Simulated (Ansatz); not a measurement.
# Adsorbates on Ta(110) at a quarter monolayer

Which adsorbates raise and which lower the work function of Ta(110), and does electronegativity tell?

Set-up. Ansatz 0.2.0, plane waves with PAW datasets (its set soft_2), PBE; unreconstructed slabs of 4 layers at the tabulated experimental lattice constant with the lower two held, one adsorbate in a 2×2 cell relaxed from the site named, 6×6 k-points (12×12 for the clean 1×1 cell), 18 Å of vacuum, dipole correction. The dipole per adsorbate is the change of the cell's dipole; electronegativities are Pauling's.

What came out:

```tsv
system	starting site	electronegativity, adsorbate less metal	clean (eV)	covered (eV)	change (eV)	dipole per adsorbate (D)
K/Ta(110)	hollow	−0.68	4.77	1.46	−3.30	+2.69
Ba/Ta(110)	hollow	−0.61	4.77	1.93	−2.83	+2.29
Ca/Ta(110)	hollow	−0.50	4.77	1.98	−2.78	+2.25
Na/Ta(110)	hollow	−0.57	4.77	1.99	−2.77	+2.25
La/Ta(110)	hollow	−0.40	4.77	2.38	−2.39	+1.93
Li/Ta(110)	hollow	−0.52	4.77	2.56	−2.21	+1.80
I/Ta(110)	hollow	+1.16	4.77	3.85	−0.92	+0.74
Br/Ta(110)	hollow	+1.46	4.77	4.13	−0.64	+0.52
O/Ta(110)	hollow	+1.94	4.77	4.46	−0.30	+0.22
F/Ta(110)	hollow	+2.48	4.77	4.51	−0.26	+0.20
H/Ta(110)	hollow	+0.70	4.77	4.64	−0.12	+0.09
N/Ta(110)	hollow	+1.54	4.77	4.75	−0.02	−0.01
Se/Ta(110)	hollow	+1.05	4.77	4.84	+0.07	−0.07
Si/Ta(110)	hollow	+0.40	4.77	4.89	+0.12	−0.13
S/Ta(110)	hollow	+1.08	4.77	4.92	+0.15	−0.14
P/Ta(110)	hollow	+0.69	4.77	5.14	+0.37	−0.33
```

What this shows: The change runs from −3.30 eV (K/Ta(110)) to +0.37 eV (P/Ta(110)); falls of over 0.15 eV: 10, rises: 2, in between: 4. Over all rows it follows the electronegativity of the adsorbate loosely (correlation 0.81); among the 10 adsorbates with an electronegativity over 1.8 alone the correlation is −0.40. Of the 10 adsorbates whose electronegativity passes the metal's by 0.25 or more, 2 raise it by over 0.15 eV. A positive dipole has its positive end outwards. Worked for K/Ta(110): +2.69 D is +0.560 e·Å, one in 31.0 Å², and the Helmholtz step −180.95 V·Å × p/A is −3.27 eV against a change of −3.30 eV; what is left is a shift on the thin slab's other side.

Caveats: One starting site was run; real layers may sit elsewhere, sink into the surface or rebuild it. Changes under about 0.15 eV are within the error of slabs this thin. The runs are without spin. The table is a selection: not every member that was run is listed.

[Logs are printed without paths, hosts, clocks, repeated set-up lines and the standing remarks that a program may print on its own settings, such as how far it seeks lower states.]
